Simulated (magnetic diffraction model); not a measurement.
## Tm2InRu2: what an assumed order does to the neutron pattern

Space group P4/mbm (no. 127), a = 7.7340 Å, c = 3.4950 Å.

| site | atom | x | y | z |
| --- | --- | --- | --- | --- |
| 4h | Tm | 0.6769 | 0.1769 | 1/2 |
| 2a | In | 1/2 | 1/2 | 0 |
| 4g | Ru | 0.6285 | 0.8715 | 0 |

This is a made-up structure (elements placed in a structure type, unrelaxed), so the numbers test the method and describe no known phase.

Only Tm is taken to order (form factors of Tm3+); orders and moment sizes are assumed, and not adapted to the symmetry. Radiation: neutrons of λ = 2.567 Å, 3° to 90°; isotropic B of 0.43 Å² (Tm), 0.51 Å² (In) and 0.37 Å² (Ru). The intensities are simulated: I ∝ L Σ (|F_N|² + |F_M⊥|²) for unpolarised neutrons, with F_M = 2.695 fm/μB × Σ f(s) S exp(2πi Q·r) exp(−B s²) at Q = H ± k (one set where k and −k are equivalent), only the part normal to Q counting and L = 1/(sin²θ cos θ). For a modulated order the moment at position r is S exp(−2πi k·r) + c.c., with S = m/2 for a sine wave of amplitude m and S = m(u + iv)/2 for moments turning in a plane, u and v being orthogonal unit vectors in it; the phase factor of the sum at Q = H + k is then exp(2πi H·r). Form factors are spin-only for 3d ions and dipole or tabulated for f ions, scattering lengths are Sears's of 1992, and absorption is left out. A label names one of the reflections at its angle. The strongest nuclear line in the range is 100, and lines under 0.2 are left out.

Assume the order k = (0 1/4 0), moments turning in the plane of [100] and [001], 5.44 μB on Tm; signs + at (0.6769, 0.1769, 1/2), + at (0.1769, 0.3231, 1/2), + at (0.8231, 0.6769, 1/2), + at (0.3231, 0.8231, 1/2).

Predict the pattern, nuclear and magnetic parts apart.

```csv
2θ (°),index,nuclear,magnetic
4.76,(0 1/4 0),0.0,1831.5
23.95,(1 3/4 0),0.0,3.7
27.15,(1 1 0),8.1,0.0
30.81,(1 5/4 0),0.0,2.6
33.77,(0 7/4 0),0.0,13.0
38.77,(2 0 0),3.7,0.0
39.08,(2 1/4 0),0.0,33.1
41.52,(2 3/4 0),0.0,13.2
43.09,(0 0 1),0.9,0.0
43.38,(0 1/4 1),0.0,21.4
43.85,(0 9/4 0),0.0,7.6
46.08,(2 5/4 0),0.0,12.2
48.24,(1 9/4 0),0.0,15.9
49.89,(1 3/4 1),0.0,1.3
52.34,(2 7/4 0),0.0,2.8
53.91,(1 5/4 1),0.0,1.3
55.84,(0 7/4 1),0.0,6.4
55.99,(2 2 0),6.3,0.0
58.11,(1 11/4 0),0.0,4.2
59.34,(2 0 1),19.3,0.0
59.57,(2 1/4 1),0.0,23.3
59.95,(2 9/4 0),0.0,2.3
61.38,(2 3/4 1),0.0,11.2
61.75,(3 3/4 0),0.0,2.1
62.94,(2 1 1),100.0,0.0
63.16,(0 9/4 1),0.0,5.5
63.31,(3 1 0),37.2,0.0
64.92,(2 5/4 1),0.0,10.9
65.28,(3 5/4 0),0.0,2.0
66.65,(1 9/4 1),0.0,13.1
68.71,(2 11/4 0),0.0,3.3
70.05,(2 7/4 1),0.0,2.7
70.39,(3 7/4 0),0.0,0.2
73.50,(3 2 0),12.8,0.0
75.01,(1 11/4 1),0.0,4.2
76.64,(2 9/4 1),0.0,2.5
76.97,(3 9/4 0),0.0,0.7
78.26,(3 3/4 1),0.0,2.6
78.59,(2 13/4 0),0.0,0.3
79.66,(3 1 1),4.8,0.0
80.19,(1 15/4 0),0.0,9.0
81.46,(3 5/4 1),0.0,2.5
83.18,(4 0 0),8.0,0.0
83.38,(4 1/4 0),0.0,0.4
84.64,(2 11/4 1),0.0,3.9
84.97,(4 3/4 0),0.0,11.9
86.22,(3 7/4 1),0.0,0.3
86.35,(4 1 0),10.4,0.0
```
(The table stops after 48 lines; 4 more lie at higher angle.)

The strongest magnetic line in the range is (0 1/4 0) at 4.76° (1831.5). On top of the Lorentz factor, which all lines share, magnetic lines fade with angle because f falls: for Tm3+ it is 0.97, 0.87, 0.75 and 0.49 at sin θ/λ = 0.1, 0.2, 0.3 and 0.5 Å⁻¹, while nuclear lengths stay constant. The order has no net moment.

[Logs are printed without paths, hosts, clocks, repeated set-up lines and the standing remarks that a program may print on its own settings, such as how far it seeks lower states.]
